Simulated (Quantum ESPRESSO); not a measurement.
## Magnetic state of FeO (Wuestite) from several starts

Does FeO (Wuestite) prefer parallel or opposed moments?

Method: PBEsol with U = 4.5 eV on Fe d (ortho-atomic projectors); plane waves with GBRV 1.5 PBEsol potentials, no spin-orbit coupling, in Quantum ESPRESSO 7.5.

### 1. Starting point

The structure is cubic, space group Fm-3m (No. 225). The conventional cell has a = 4.300 Å, b = 4.300 Å, c = 4.300 Å, α = 90.00°, β = 90.00°, γ = 90.00°. Nearest to Fe lie 6 O at 2.15 Å. O has 6 Fe at 2.15 Å nearest. Farther neighbours and most contacts between anions are not listed.

As a file:

```cif
data_structure
_symmetry_space_group_name_H-M 'Fm-3m'
_symmetry_Int_Tables_number 225
_cell_length_a 4.3000
_cell_length_b 4.3000
_cell_length_c 4.3000
_cell_angle_alpha 90.000
_cell_angle_beta 90.000
_cell_angle_gamma 90.000
_cell_volume 79.51
loop_
_atom_site_label
_atom_site_type_symbol
_atom_site_symmetry_multiplicity
_atom_site_Wyckoff_symbol
_atom_site_fract_x
_atom_site_fract_y
_atom_site_fract_z
_atom_site_occupancy
Fe1 Fe 4 a 0.00000 0.00000 0.00000 1
O1 O 4 b 0.50000 0.00000 0.00000 1
```

The cell comes from the Crystallography Open Database.

### 2. Run 1 (ferro +)

The signs are those of the starting moments on the seeded atoms, the atoms that are given a moment.

Input file pw.in:

```
&CONTROL
  calculation = 'scf'
  prefix = 'pwscf'
  outdir = './tmp'
  pseudo_dir = './pseudo'
  disk_io = 'nowf'
/
&SYSTEM
  ibrav = 0
  celldm(1) = 8
  nat = 2
  ntyp = 2
  ecutwfc = 40
  ecutrho = 280
  nbnd = 20
  occupations = 'smearing'
  smearing = 'fd'
  degauss = 0.00734986
  nspin = 2
  starting_magnetization(1) = 0.25
  starting_magnetization(2) = 0
/
&ELECTRONS
  conv_thr = 4d-09
  electron_maxstep = 150
  mixing_beta = 0.3
/
ATOMIC_SPECIES
Fe     55.8450 fe_pbesol_v1.5.uspp.F.UPF
O      15.9990 o_pbesol_v1.2.uspp.F.UPF
CELL_PARAMETERS alat
   0.0000000000000    0.5078638959932    0.5078638959932
   0.5078638959932    0.0000000000000    0.5078638959932
   0.5078638959932    0.5078638959932    0.0000000000000
ATOMIC_POSITIONS crystal
Fe      0.0000000000    0.0000000000    0.0000000000
O       0.5000000000    0.5000000000    0.5000000000
K_POINTS automatic
12 12 12 0 0 0
HUBBARD {ortho-atomic}
U Fe-3d 4.5000
```

The run is started by

```console
> OMP_NUM_THREADS=1 mpirun -n 4 pw.x -nk 4 -in pw.in > pw.out
```

The program printed:

```text
Program PWSCF v.7.5 starts

     Message from routine setup:
     using ibrav=0 with symmetry is DISCOURAGED, use correct ibrav instead

     K-points division:     npool     =       4
     Subspace diagonalization in iterative solution of the eigenvalue problem:

     G-vector sticks info
     --------------------
     sticks:   dense  smooth     PW     G-vecs:    dense   smooth      PW
     Sum         649     367    121                10777     4621     893

     Using Slab Decomposition

     bravais-lattice index     =            0
     lattice parameter (alat)  =       8.0000  a.u.
     unit-cell volume          =     134.1350 (a.u.)^3
     number of atoms/cell      =            2
     number of atomic types    =            2
     number of electrons       =        22.00
     number of Kohn-Sham states=           20
     kinetic-energy cutoff     =      40.0000  Ry
     charge density cutoff     =     280.0000  Ry
     scf convergence threshold =      4.0E-09
     mixing beta               =       0.3000
     number of iterations used =            8  plain     mixing
     Exchange-correlation= SLA  PW   PSX  PSC
                           (   1   4  10   8   0   0   0)
     Hubbard projectors: ortho-atomic
     Hubbard parameters of DFT+U (Dudarev formulation) in eV:
     U(Fe-3d) =  4.5000

     Internal variables: lda_plus_u =T, lda_plus_u_kind = 0

     Internal variables: orbital_resolved =F, hub_pot_fix =F, apply_U = F

     celldm(1)=   8.000000  celldm(2)=   0.000000  celldm(3)=   0.000000
     celldm(4)=   0.000000  celldm(5)=   0.000000  celldm(6)=   0.000000

     crystal axes: (cart. coord. in units of alat)
               a(1) = (   0.000000   0.507864   0.507864 )
               a(2) = (   0.507864   0.000000   0.507864 )
               a(3) = (   0.507864   0.507864   0.000000 )

     reciprocal axes: (cart. coord. in units 2 pi/alat)
               b(1) = ( -0.984516  0.984516  0.984516 )
               b(2) = (  0.984516 -0.984516  0.984516 )
               b(3) = (  0.984516  0.984516 -0.984516 )

     PseudoPot. # 1 for Fe read from file:
     fe_pbesol_v1.5.uspp.F.UPF
     Pseudo is Ultrasoft + core correction, Zval = 16.0
     Generated by new atomic code, or converted to UPF format
     Using radial grid of  861 points,  6 beta functions with:
                l(1) =   0
                l(2) =   0
                l(3) =   1
                l(4) =   1
                l(5) =   2
                l(6) =   2
     Q(r) pseudized with  8 coefficients,  rinner =    1.000   1.000   1.000
                                                       1.000   1.000

     PseudoPot. # 2 for O  read from file:
     o_pbesol_v1.2.uspp.F.UPF
     Pseudo is Ultrasoft + core correction, Zval =  6.0
     Generated by new atomic code, or converted to UPF format
     Using radial grid of  737 points,  5 beta functions with:
                l(1) =   0
                l(2) =   0
                l(3) =   1
                l(4) =   1
                l(5) =   2
     Q(r) pseudized with  8 coefficients,  rinner =    0.900   0.900   0.900
                                                       0.900   0.900

     atomic species   valence    mass     pseudopotential
     Fe               16.00    55.84500     Fe( 1.00)
     O                 6.00    15.99900     O ( 1.00)

     Starting magnetic structure
     atomic species   magnetization
     Fe              0.250
     O               0.000

     48 Sym. Ops., with inversion, found

   Cartesian axes

     site n.     atom                  positions (alat units)
         1        Fe     tau(   1) = (   0.0000000   0.0000000   0.0000000  )
         2        O      tau(   2) = (   0.5078639   0.5078639   0.5078639  )

     number of k points=    72  Fermi-Dirac smearing, width (Ry)=  0.0073
                       cart. coord. in units 2pi/alat
        k(    1) = (   0.0000000   0.0000000   0.0000000), wk =   0.0005787
        k(    2) = (   0.0820430   0.0820430  -0.0820430), wk =   0.0046296
        k(    3) = (   0.1640860   0.1640860  -0.1640860), wk =   0.0046296
        k(    4) = (   0.2461289   0.2461289  -0.2461289), wk =   0.0046296
        k(    5) = (   0.3281719   0.3281719  -0.3281719), wk =   0.0046296
        [... 67 further k-points ...]

     Dense  grid:    10777 G-vectors     FFT dimensions: (  32,  32,  32)

     Smooth grid:     4621 G-vectors     FFT dimensions: (  24,  24,  24)

     Check: negative core charge=   -0.000047
     Generating pointlists ...
     new r_m :   0.2095 (alat units)  1.6760 (a.u.) for type    1
     new r_m :   0.2095 (alat units)  1.6760 (a.u.) for type    2

     Initial potential from superposition of free atoms

     starting charge      21.0000, renormalised to      22.0000

     STARTING HUBBARD OCCUPATIONS:

     =================== HUBBARD OCCUPATIONS ===================
     ------------------------ ATOM    1 ------------------------
     Tr[ns(  1)] (up, down, total) =   5.00000  0.00000  5.00000
     Atomic magnetic moment for atom   1 =   5.00000
     [... lines left out ...]
     Number of occupied Hubbard levels =    5.0000

     Atomic wfc used for Hubbard projectors are orthogonalized

     Starting wfcs are   17 randomized atomic wfcs +    3 random wfcs

     Self-consistent Calculation

     iteration #  1     ecut=    40.00 Ry     beta= 0.30
     Davidson diagonalization with overlap
     ethr =  1.00E-02,  avg # of iterations =  5.2

     =================== HUBBARD OCCUPATIONS ===================
     ------------------------ ATOM    1 ------------------------
     Tr[ns(  1)] (up, down, total) =   4.86241  0.65348  5.51589
     Atomic magnetic moment for atom   1 =   4.20893
     [... lines left out ...]
     Number of occupied Hubbard levels =    5.5159

     total energy              =    -282.02486238 Ry
     estimated scf accuracy    <       0.81135793 Ry

     total magnetization       =     4.34 Bohr mag/cell
     absolute magnetization    =     4.35 Bohr mag/cell

     iteration #  2     ecut=    40.00 Ry     beta= 0.30
     Davidson diagonalization with overlap
     ethr =  3.69E-03,  avg # of iterations =  1.9

     total energy              =    -282.23283506 Ry
     estimated scf accuracy    <       0.10763929 Ry

     total magnetization       =     4.01 Bohr mag/cell
     absolute magnetization    =     4.01 Bohr mag/cell

     iteration #  3     ecut=    40.00 Ry     beta= 0.30
     Davidson diagonalization with overlap
     ethr =  4.89E-04,  avg # of iterations =  1.5

     total energy              =    -282.25121129 Ry
     estimated scf accuracy    <       0.01509132 Ry

     total magnetization       =     4.02 Bohr mag/cell
     absolute magnetization    =     4.03 Bohr mag/cell

     [... further iterations left out ...]

     iteration #  8     ecut=    40.00 Ry     beta= 0.30
     Davidson diagonalization with overlap
     ethr =  1.79E-08,  avg # of iterations =  1.5

     total energy              =    -282.25619150 Ry
     estimated scf accuracy    <       0.00000042 Ry

     total magnetization       =     4.01 Bohr mag/cell
     absolute magnetization    =     4.05 Bohr mag/cell

     iteration #  9     ecut=    40.00 Ry     beta= 0.30
     Davidson diagonalization with overlap
     ethr =  1.93E-09,  avg # of iterations =  1.9

     total energy              =    -282.25619174 Ry
     estimated scf accuracy    <       0.00000006 Ry

     total magnetization       =     4.01 Bohr mag/cell
     absolute magnetization    =     4.05 Bohr mag/cell

     iteration # 10     ecut=    40.00 Ry     beta= 0.30
     Davidson diagonalization with overlap
     ethr =  2.56E-10,  avg # of iterations =  2.0

     total energy              =    -282.25619183 Ry
     estimated scf accuracy    <       0.00000002 Ry

     total magnetization       =     4.01 Bohr mag/cell
     absolute magnetization    =     4.05 Bohr mag/cell

     iteration # 11     ecut=    40.00 Ry     beta= 0.30
     Davidson diagonalization with overlap
     ethr =  9.95E-11,  avg # of iterations =  1.5

     Magnetic moment per site  (integrated on atomic sphere of radius R)
     atom   1 (R=0.209)  charge= 13.4960  magn=  3.5814
     atom   2 (R=0.209)  charge=  5.8356  magn=  0.2320

     End of self-consistent calculation

     =================== HUBBARD OCCUPATIONS ===================
     ------------------------ ATOM    1 ------------------------
     Tr[ns(  1)] (up, down, total) =   4.95283  1.17444  6.12727
     Atomic magnetic moment for atom   1 =   3.77839
     [... lines left out ...]
     Number of occupied Hubbard levels =    6.1273

     Number of k-points >= 100: set verbosity='high' to print the bands.

     the Fermi energy is    15.1168 ev

!    total energy              =    -282.25619190 Ry
     estimated scf accuracy    <          8.4E-11 Ry
     smearing contrib. (-TS)   =      -0.00300379 Ry
     internal energy E=F+TS    =    -282.25318811 Ry

     The total energy is F=E-TS. E is the sum of the following terms:
     one-electron contribution =    -135.61144507 Ry
     hartree contribution      =      79.96706932 Ry
     xc contribution           =     -36.24952508 Ry
     ewald contribution        =    -190.50483453 Ry
     Hubbard energy            =       0.14554725 Ry

     total magnetization       =     4.01 Bohr mag/cell
     absolute magnetization    =     4.05 Bohr mag/cell

     convergence has been achieved in  11 iterations

=------------------------------------------------------------------------------=
   JOB DONE.
=------------------------------------------------------------------------------=
```

Elapsed: 7 s, on 4 MPI ranks of Arm Neoverse V2, shared host; peak memory 0.28 GiB.

Spin moment in the atom's sphere by atom:

| atom | spin moment in the atom's sphere (μB) |
| --- | --- |
| Fe1 | 3.58 |
| O2 | 0.23 |

Read from the output:

| Item | Value |
| --- | --- |
| smearing term TS | 0.04087 eV |
| magnetization | 4.01 μB |
| absolute magnetization | 4.047 μB |
| final state | ferromagnetic |

### 3. Run 2, typed as antiferro q=(0,1/2,1/2) +−

The cell is doubled to 4 atoms to hold this order. The wavevector q is in fractions of the reciprocal vectors of the crystal's primitive cell, as the cells of these inputs are built from it; moments change sign between cells as cos(2π q·R).

Input file pw.in:

```
&CONTROL
  calculation = 'scf'
  prefix = 'pwscf'
  outdir = './tmp'
  pseudo_dir = './pseudo'
  disk_io = 'nowf'
/
&SYSTEM
  ibrav = 0
  celldm(1) = 8
  nat = 4
  ntyp = 3
  ecutwfc = 40
  ecutrho = 280
  nbnd = 31
  occupations = 'smearing'
  smearing = 'fd'
  degauss = 0.00734986
  nspin = 2
  starting_magnetization(1) = 0.25
  starting_magnetization(2) = -0.25
  starting_magnetization(3) = 0
/
&ELECTRONS
  conv_thr = 8d-09
  electron_maxstep = 150
  mixing_beta = 0.3
/
ATOMIC_SPECIES
Fe1    55.8450 fe_pbesol_v1.5.uspp.F.UPF
Fe2    55.8450 fe_pbesol_v1.5.uspp.F.UPF
O      15.9990 o_pbesol_v1.2.uspp.F.UPF
CELL_PARAMETERS alat
   0.0000000000000    0.5078638959932    0.5078638959932
   1.0157277919864    0.0000000000000    1.0157277919864
   1.0157277919864    0.5078638959932    0.5078638959932
ATOMIC_POSITIONS crystal
Fe1     0.0000000000    0.0000000000    0.0000000000
Fe2     0.0000000000    0.5000000000    0.0000000000
O       0.5000000000    0.0000000000    0.5000000000
O       0.5000000000    0.5000000000    0.5000000000
K_POINTS automatic
12 6 12 0 0 0
HUBBARD {ortho-atomic}
U Fe1-3d 4.5000
U Fe2-3d 4.5000
```

The program printed:

```text
[banner, memory and clock lines left out]
Program PWSCF v.7.5 starts

     Message from routine setup:
     using ibrav=0 with symmetry is DISCOURAGED, use correct ibrav instead

     bravais-lattice index     =            0
     lattice parameter (alat)  =       8.0000  a.u.
     unit-cell volume          =     268.2699 (a.u.)^3
     number of atoms/cell      =            4
     number of atomic types    =            3
     number of electrons       =        44.00
     number of Kohn-Sham states=           31
     kinetic-energy cutoff     =      40.0000  Ry
     charge density cutoff     =     280.0000  Ry
     scf convergence threshold =      8.0E-09
     mixing beta               =       0.3000
     number of iterations used =            8  plain     mixing
     Exchange-correlation= SLA  PW   PSX  PSC
                           (   1   4  10   8   0   0   0)
     Hubbard projectors: ortho-atomic
     Hubbard parameters of DFT+U (Dudarev formulation) in eV:
     U(Fe1-3d) =  4.5000
     U(Fe2-3d) =  4.5000

     Internal variables: lda_plus_u =T, lda_plus_u_kind = 0

     Internal variables: orbital_resolved =F, hub_pot_fix =F, apply_U = F

     celldm(1)=   8.000000  celldm(2)=   0.000000  celldm(3)=   0.000000
     celldm(4)=   0.000000  celldm(5)=   0.000000  celldm(6)=   0.000000

     crystal axes: (cart. coord. in units of alat)
               a(1) = (   0.000000   0.507864   0.507864 )
               a(2) = (   1.015728   0.000000   1.015728 )
               a(3) = (   1.015728   0.507864   0.507864 )

     reciprocal axes: (cart. coord. in units 2 pi/alat)
               b(1) = ( -0.984516  0.984516  0.984516 )
               b(2) = (  0.000000 -0.984516  0.984516 )
               b(3) = (  0.984516  0.984516 -0.984516 )

     PseudoPot. # 1 for Fe read from file:
     fe_pbesol_v1.5.uspp.F.UPF
     Pseudo is Ultrasoft + core correction, Zval = 16.0

     PseudoPot. # 2 for Fe read from file:
     fe_pbesol_v1.5.uspp.F.UPF
     Pseudo is Ultrasoft + core correction, Zval = 16.0

     PseudoPot. # 3 for O  read from file:
     o_pbesol_v1.2.uspp.F.UPF
     Pseudo is Ultrasoft + core correction, Zval =  6.0

     atomic species   valence    mass     pseudopotential
     Fe1              16.00    55.84500     Fe( 1.00)
     Fe2              16.00    55.84500     Fe( 1.00)
     O                 6.00    15.99900     O ( 1.00)

     Starting magnetic structure
     atomic species   magnetization
     Fe1             0.250
     Fe2            -0.250
     O               0.000

     16 Sym. Ops., with inversion, found

   Cartesian axes

     site n.     atom                  positions (alat units)
         1        Fe1    tau(   1) = (   0.0000000   0.0000000   0.0000000  )
         2        Fe2    tau(   2) = (   0.5078639   0.0000000   0.5078639  )
         3        O      tau(   3) = (   0.5078639   0.5078639   0.5078639  )
         4        O      tau(   4) = (   1.0157278   0.5078639   1.0157278  )

     number of k points=   100  Fermi-Dirac smearing, width (Ry)=  0.0073

     Number of k-points >= 100: set verbosity='high' to print them.

     Dense  grid:    21351 G-vectors     FFT dimensions: (  32,  64,  54)

     Smooth grid:     9189 G-vectors     FFT dimensions: (  24,  48,  45)

     Check: negative core charge=   -0.000047
     Generating pointlists ...
     new r_m :   0.2095 (alat units)  1.6760 (a.u.) for type    1
     new r_m :   0.2095 (alat units)  1.6760 (a.u.) for type    2
     new r_m :   0.2095 (alat units)  1.6760 (a.u.) for type    3

     Initial potential from superposition of free atoms

     starting charge      42.0000, renormalised to      44.0000

     STARTING HUBBARD OCCUPATIONS:

     =================== HUBBARD OCCUPATIONS ===================
     ------------------------ ATOM    1 ------------------------
     Tr[ns(  1)] (up, down, total) =   5.00000  0.00000  5.00000
     Atomic magnetic moment for atom   1 =   5.00000
     [... lines left out ...]
     ------------------------ ATOM    2 ------------------------
     Tr[ns(  2)] (up, down, total) =   0.00000  5.00000  5.00000
     Atomic magnetic moment for atom   2 =  -5.00000
     [... lines left out ...]
     Number of occupied Hubbard levels =   10.0000

     Atomic wfc used for Hubbard projectors are orthogonalized

     Starting wfcs are   34 randomized atomic wfcs

     Self-consistent Calculation

     iteration #  1     ecut=    40.00 Ry     beta= 0.30
     Davidson diagonalization with overlap
     ethr =  1.00E-02,  avg # of iterations =  2.8

     =================== HUBBARD OCCUPATIONS ===================
     ------------------------ ATOM    1 ------------------------
     Tr[ns(  1)] (up, down, total) =   4.86192  0.61193  5.47385
     Atomic magnetic moment for atom   1 =   4.24998
     [... lines left out ...]
     ------------------------ ATOM    2 ------------------------
     Tr[ns(  2)] (up, down, total) =   0.61220  4.86165  5.47385
     Atomic magnetic moment for atom   2 =  -4.24945
     [... lines left out ...]
     Number of occupied Hubbard levels =   10.9477

     total energy              =    -564.00200673 Ry
     estimated scf accuracy    <       1.60549783 Ry

     total magnetization       =     0.00 Bohr mag/cell
     absolute magnetization    =     8.68 Bohr mag/cell

     iteration #  2     ecut=    40.00 Ry     beta= 0.30
     Davidson diagonalization with overlap
     ethr =  3.65E-03,  avg # of iterations =  2.5

     total energy              =    -564.43058274 Ry
     estimated scf accuracy    <       0.27625417 Ry

     total magnetization       =     0.01 Bohr mag/cell
     absolute magnetization    =     7.56 Bohr mag/cell

     [... further iterations left out ...]

     iteration # 18     ecut=    40.00 Ry     beta= 0.30
     Davidson diagonalization with overlap
     ethr =  5.17E-10,  avg # of iterations =  1.1

     total energy              =    -564.47257480 Ry
     estimated scf accuracy    <       0.00000003 Ry

     total magnetization       =    -0.00 Bohr mag/cell
     absolute magnetization    =     7.74 Bohr mag/cell

     iteration # 19     ecut=    40.00 Ry     beta= 0.30
     Davidson diagonalization with overlap
     ethr =  6.76E-11,  avg # of iterations =  1.9

     Magnetic moment per site  (integrated on atomic sphere of radius R)
     atom   1 (R=0.209)  charge= 13.5130  magn=  3.5360
     atom   2 (R=0.209)  charge= 13.5130  magn= -3.5360
     atom   3 (R=0.209)  charge=  5.8338  magn= -0.0807
     atom   4 (R=0.209)  charge=  5.8338  magn=  0.0807

     End of self-consistent calculation

     =================== HUBBARD OCCUPATIONS ===================
     ------------------------ ATOM    1 ------------------------
     Tr[ns(  1)] (up, down, total) =   4.94425  1.19190  6.13615
     Atomic magnetic moment for atom   1 =   3.75235
     [... lines left out ...]
     ------------------------ ATOM    2 ------------------------
     Tr[ns(  2)] (up, down, total) =   1.19192  4.94425  6.13617
     Atomic magnetic moment for atom   2 =  -3.75232
     [... lines left out ...]
     Number of occupied Hubbard levels =   12.2723

     Number of k-points >= 100: set verbosity='high' to print the bands.

     the Fermi energy is    15.2068 ev

!    total energy              =    -564.47257486 Ry
     estimated scf accuracy    <          2.2E-09 Ry
     smearing contrib. (-TS)   =      -0.01255961 Ry
     internal energy E=F+TS    =    -564.46001525 Ry

     The total energy is F=E-TS. E is the sum of the following terms:
     one-electron contribution =    -271.51322891 Ry
     hartree contribution      =     160.29257324 Ry
     xc contribution           =     -72.52357567 Ry
     ewald contribution        =    -381.00966906 Ry
     Hubbard energy            =       0.29388515 Ry

     total magnetization       =     0.00 Bohr mag/cell
     absolute magnetization    =     7.74 Bohr mag/cell

     convergence has been achieved in  19 iterations
```

The job ended after 73 s (4 MPI ranks; peak memory 0.51 GiB; 4.8 min of CPU time).

Spin moment in the atom's sphere by atom:

| atom | spin moment in the atom's sphere (μB) |
| --- | --- |
| Fe1 | 3.54 |
| Fe2 | -3.54 |
| O3 | -0.08 |
| O4 | 0.08 |

Numbers from this step:

- smearing term TS: 0.1709 eV
- magnetization: 0 μB
- absolute magnetization: 7.739 μB
- final state: antiferromagnetic

[end of part 1 of 2]

[Logs and program files are shortened in this print: banners, set-up blocks, solver, clock and traceback lines can be left out without a mark of their own.]

[Logs are printed without paths, hosts, clocks, repeated set-up lines and the standing remarks that a program may print on its own settings, such as how far it seeks lower states.]

[Hosts, paths, dates, database ids (printed as entryN), source tags and the programs' standing remarks are cut or masked in the printed files.]

[Where a cell is said to come from a database of computed structures, the database is the Materials Project.]
